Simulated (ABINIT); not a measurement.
## A GW chain in ABINIT: MgO2 (R-3m)

Aim: the G0W0 gap of MgO2 (R-3m) on LDA, step by step.

Method: LDA and many-body steps on it, plane waves, in ABINIT 10.8.3.

### 1. Set-up

The structure is trigonal, space group R-3m (No. 166). Conventional cell: a = 3.210 Å, b = 3.210 Å, c = 10.482 Å, α = 90.00°, β = 90.00°, γ = 120.00°. Mg has 6 O at 2.11 Å nearest. Nearest to O lie 1 O at 1.49 Å and 3 Mg at 2.11 Å. Farther neighbours and most contacts between anions are not listed.

The cell and positions are those that the Materials Project relaxed with its own functionals (PBE, PBE+U or r2SCAN), kept fixed.

### 2. Ground state

This step: ABINIT 10.8.3; DFT, LDA, plane waves, norm-conserving pseudopotentials.

The ground-state density comes first.

Contents of run.abi:

```
acell 3*1.0 Angstrom
rprim 
  1.604761016024 0.926509204586 3.493978874900
  -1.604761016024 0.926509204586 3.493978874900
  0.000000000000 -1.853018409173 3.493978874900
ntypat 2
znucl 12 8
natom 3
typat 1 2 2
xred 
  0.000000000000 0.000000000000 0.000000000000
  0.428786000000 0.428786000000 0.428786000000
  0.571214000000 0.571214000000 0.571214000000
pp_dirpath "pseudos"
pseudos "Mg.upf, O.upf"
ecut 38
ngkpt 8 8 8
nshiftk 1
shiftk 0 0 0
kptopt 1
chksymbreak 0
nband 16
occopt 1
tolvrs 1e-10
nstep 60
prtwf 0
optforces 0
optstress 0
indata_prefix "in"
outdata_prefix "out"
tmpdata_prefix "tmp"
```

Launch:

```bash
$ OMP_NUM_THREADS=1 mpirun -n 8 abinit run.abi > log
```

Numbers of over 12 decimals in the logs are rounded to 6 here.

Log:

```text
.Version 10.8.3 of ABINIT. v10.8.2 released Aug 2026.

 Symmetries : space group R-3 m (#166); Bravais hR (rhombohedral)
================================================================================
 Values of the parameters that define the memory need of the present run
     intxc =       0    ionmov =       0      iscf =       7    lmnmax =       5
     lnmax =       5     mgfft =      45  mpssoang =       3    mqgrid =    3001
     natom =       3  nloc_mem =       1    nspden =       1   nspinor =       1
    nsppol =       1      nsym =      12    n1xccc =    2501    ntypat =       2
    occopt =       1   xclevel =       1
-    mband =          16        mffmem =           1         mkmem =           9
       mpw =        2382          nfft =       91125          nkpt =          65
================================================================================
  Rough estimation (10% accuracy) of disk space for files :
================================================================================

--------------------------------------------------------------------------------
------------- Echo of variables that govern the present computation ------------
--------------------------------------------------------------------------------
 -outvars: echo values of preprocessed input variables --------
            acell      1.8897261259E+00  1.8897261259E+00  1.8897261259E+00 Bohr

      chksymbreak           0
             ecut      3.80000000E+01 Hartree
-          fftalg         312

              ixc       -1012
              kpt      0.00000000E+00  0.00000000E+00  0.00000000E+00
                       1.25000000E-01  0.00000000E+00  0.00000000E+00
                       2.50000000E-01  0.00000000E+00  0.00000000E+00
                       3.75000000E-01  0.00000000E+00  0.00000000E+00
                       5.00000000E-01  0.00000000E+00  0.00000000E+00
                       1.25000000E-01  1.25000000E-01  0.00000000E+00
                       2.50000000E-01  1.25000000E-01  0.00000000E+00
                       3.75000000E-01  1.25000000E-01  0.00000000E+00
                       5.00000000E-01  1.25000000E-01  0.00000000E+00
   [... 39 further rows ...]
                       5.00000000E-01  2.50000000E-01  2.50000000E-01
                      -3.75000000E-01  2.50000000E-01  2.50000000E-01
                       outvar_i_n : Printing only first  50 k-points.
         kptrlatt        8    0    0      0    8    0      0    0    8
          kptrlen      4.85209411E+01
P           mkmem           9
            natom           3
            nband          16
            ngfft          45      45      45
             nkpt          65
            nstep          60
             nsym          12
           ntypat           2
              occ      2.000000  2.000000  2.000000  2.000000  2.000000  2.000000
                       2.000000  2.000000  2.000000  2.000000  2.000000  0.000000
                       0.000000  0.000000  0.000000  0.000000
        optforces           0
        optstress           0
            prtwf           0
            rprim      1.6047610160E+00  9.2650920459E-01  3.4939788749E+00
[...]
spgroup         166

           tolvrs      1.00000000E-10

             xred      0.0000000000E+00  0.0000000000E+00  0.0000000000E+00
[...]
znucl       12.00000    8.00000

================================================================================

 chkinp: Checking input parameters for consistency.

================================================================================
== DATASET  1 ==================================================================
-   mpi_nproc: 8, omp_nthreads: 1 (-1 if OMP is not activated)

--- !DatasetInfo
iteration_state: {dtset: 1, }
dimensions: {natom: 3, nkpt: 65, mband: 16, nsppol: 1, nspinor: 1, nspden: 1, mpw: 2382, }
cutoff_energies: {ecut:  38.0, pawecutdg:  -1.0, }
electrons: {nelect:   2.20000000E+01, charge:   0.00000000E+00, occopt:   1.00000000E+00, tsmear:   1.00000000E-02, }

 Real(R)+Recip(G) space primitive vectors, cartesian coordinates (Bohr,Bohr^-1):
 R(1)=  3.0325588  1.7508486  6.6026632  G(1)=  0.1648773  0.0951919  0.0504847
 R(2)= -3.0325588  1.7508486  6.6026632  G(2)= -0.1648773  0.0951919  0.0504847
 R(3)=  0.0000000 -3.5016973  6.6026632  G(3)=  0.0000000 -0.1903839  0.0504847
 Unit cell volume ucvol=  2.1034308E+02 bohr^3
 Angles (23,13,12)=  4.78776427E+01  4.78776427E+01  4.78776427E+01 degrees

 getcut: wavevector=  0.0000  0.0000  0.0000  ngfft=  45  45  45
         ecut(hartree)=     38.000   => boxcut(ratio)=   2.12191

--- Pseudopotential description ------------------------------------------------
- Mg Generated using ONCVPSP code by D. R. Hamann
- 12.00000  10.00000  180309                  znucl, zion, pspdat
12 -1012 1 -1 1510                            pspcod,pspxc,lmax,lloc,mmax
     nproj     2     2     0
  pspatm : epsatm=    9.23542517
         --- l  ekb(1:nproj) -->
[...]
pspatm: atomic psp has been read  and splines computed

- O Generated using ONCVPSP code by D. R. Hamann
-  8.00000   6.00000  201201                  znucl, zion, pspdat
12 -1012 2 -1 926                             pspcod,pspxc,lmax,lloc,mmax
     nproj     2     2     1
  pspatm : epsatm=    6.27558587
         --- l  ekb(1:nproj) -->
[...]
2   -1.033686
 pspatm: atomic psp has been read  and splines computed

   4.79305132E+02                                ecore*ucvol(ha*bohr**3)
--------------------------------------------------------------------------------

_setup2: Arith. and geom. avg. npw (full set) are    2353.236    2353.224

================================================================================

--- !BeginCycle
iteration_state: {dtset: 1, }
solver: {iscf: 7, nstep: 60, nline: 4, wfoptalg: 0, }
tolerances: {tolvrs: 1.00E-10, }

     iter   Etot(hartree)      deltaE(h)  residm     vres2
 ETOT  1  -92.222117384839    -9.222E+01 8.593E-02 3.480E+02
 ETOT  2  -92.283783107031    -6.167E-02 2.855E-02 2.002E+02
 ETOT  3  -92.317270252871    -3.349E-02 2.877E-03 4.824E+00
 ETOT  4  -92.317839424340    -5.692E-04 2.753E-03 1.639E-01
 ETOT  5  -92.317857684701    -1.826E-05 4.834E-04 2.437E-03
 ETOT  6  -92.317857843094    -1.584E-07 4.967E-04 1.595E-04
 ETOT  7  -92.317857853623    -1.053E-08 2.435E-04 2.828E-06
 ETOT  8  -92.317857853805    -1.829E-10 2.530E-04 4.721E-08
 ETOT  9  -92.317857853816    -1.080E-11 2.098E-04 5.003E-10
 ETOT 10  -92.317857853816     5.542E-13 1.894E-04 1.075E-11

 At SCF step   10       vres2   =  1.07E-11 < tolvrs=  1.00E-10 =>converged.

--- !ResultsGS
iteration_state: {dtset: 1, }
comment   : Summary of ground state results
lattice_vectors:
- [  3.0325588,   1.7508486,   6.6026632, ]
- [ -3.0325588,   1.7508486,   6.6026632, ]
- [  0.0000000,  -3.5016973,   6.6026632, ]
lattice_lengths: [   7.47376,    7.47376,    7.47376, ]
lattice_angles: [ 47.878,  47.878,  47.878, ] # degrees, (23, 13, 12)
lattice_volume:   2.1034308E+02
convergence: {deltae:  5.542E-13, res2:  1.075E-11, residm:  1.894E-04, diffor:  0.000E+00, }
etotal    :  -9.23178579E+01
entropy   :   0.00000000E+00
fermie    :   1.16851079E-01
cartesian_stress_tensor: null
pressure_GPa: null
xred      :
- [  0.0000E+00,   0.0000E+00,   0.0000E+00, Mg]
- [  4.2879E-01,   4.2879E-01,   4.2879E-01,  O]
- [  5.7121E-01,   5.7121E-01,   5.7121E-01,  O]
cartesian_forces: null
force_length_stats: {min: null, max: null, mean: null, }

 Integrated electronic density in atomic spheres:
 ------------------------------------------------
 Atom  Sphere_radius  Integrated_density
[...]
2        2.00000          6.27512381
    3        2.00000          6.27512381
================================================================================

 ----iterations are completed or convergence reached----

 Mean square residual over all n,k,spin=   48.935E-08; max=  18.942E-05
 reduced coordinates (array xred) for    3 atoms
       0.000000000000      0.000000000000      0.000000000000
       0.428786000000      0.428786000000      0.428786000000
       0.571214000000      0.571214000000      0.571214000000
 rms dE/dt=  0.0000E+00; max dE/dt=  0.0000E+00; dE/dt below (all hartree)
    1       0.000000000000      0.000000000000      0.000000000000
    2       0.000000000000      0.000000000000      0.000000000000
    3       0.000000000000      0.000000000000      0.000000000000

 cartesian coordinates (angstrom) at end:
    1      0.000000     0.000000     0.000000
    2     -0.000000    -4.3e-13     4.494508
    3     -0.000000    -5.7e-13     5.987429
 length scales=  1.889726125908  1.889726125908  1.889726125908 bohr
              =  1.000000000000  1.000000000000  1.000000000000 angstroms
 prteigrs : about to open file out_EIG
 Fermi (or HOMO) energy (hartree) =   0.11685   Average Vxc (hartree)=  -0.40576
 Eigenvalues (hartree) for nkpt=  65  k points:
 kpt#   1, nband= 16, wtk=  0.00195, kpt=  0.0000  0.0000  0.0000 (reduced coord)
  -2.55598   -1.35956   -1.35854   -1.35854   -0.65640   -0.40422   -0.16901   -0.00504
  -0.00504    0.08739    0.08739    0.27803    0.28643    0.55165    0.61875    0.65385
 prteigrs : prtvol=0 or 1, do not print more k-points.

--- !EnergyTerms
iteration_state     : {dtset: 1, }
comment             : Components of total free energy in Hartree
kinetic             :  5.57990396859235E+01
hartree             :  2.75969483393847E+01
xc                  : -1.59221891449993E+01
Ewald energy        : -5.49527945355433E+01
psp_core            :  2.27868266232706E+00
local_psp           : -8.37284439094025E+01
non_local_psp       : -2.33891009515059E+01
total_energy        : -9.23178578538157E+01
total_energy_eV     : -2.51209688746175E+03
band_energy         : -1.55282156070471E+01

== END DATASET(S) ==============================================================
================================================================================

 -outvars: echo values of variables after computation  --------
           etotal     -9.2317857854E+01
            nband          16
             nkpt          65
          spgroup         166
 [... the other variables as echoed above ...]

 Calculation completed.
```

Wall time 37 s (8 MPI ranks of Intel Xeon Platinum 8375C at 2.90GHz (Ice Lake), shared host); peak memory 0.69 GiB.

Numbers from this step:

- total energy: -2512.0969 eV
- gap: 2.137 eV
- k of the valence top: 0.5, 0.5, 0.5
- k of the conduction bottom: 0.5, 0.5, 0.5
- least direct gap: 2.137 eV

The gap is direct, at (0.500, 0.500, 0.500).

(Part 1 of 3 ends here.)

[Paths, hosts, dates, memory and timing lines, banners, echoed tables and standing remarks are left out of the program output.]

[Logs are printed without paths, hosts, clocks, repeated set-up lines and the standing remarks that a program may print on its own settings, such as how far it seeks lower states.]

[Runs of the session that timed out or met a known fault of the program may be left out.]

[Hosts, paths, dates, database ids (printed as entryN), source tags and the programs' standing remarks are cut or masked in the printed files.]

[G0W0 gaps are taken among the corrected bands and points alone; a level outside them can change the order at an edge.]

[Where Ansatz stands beside ABINIT at settings called matched, ABINIT's density can come from a denser mesh and the files from another edition; pairs whose starting gaps differed by over 0.03 eV were left out, so agreement reads better than it is.]
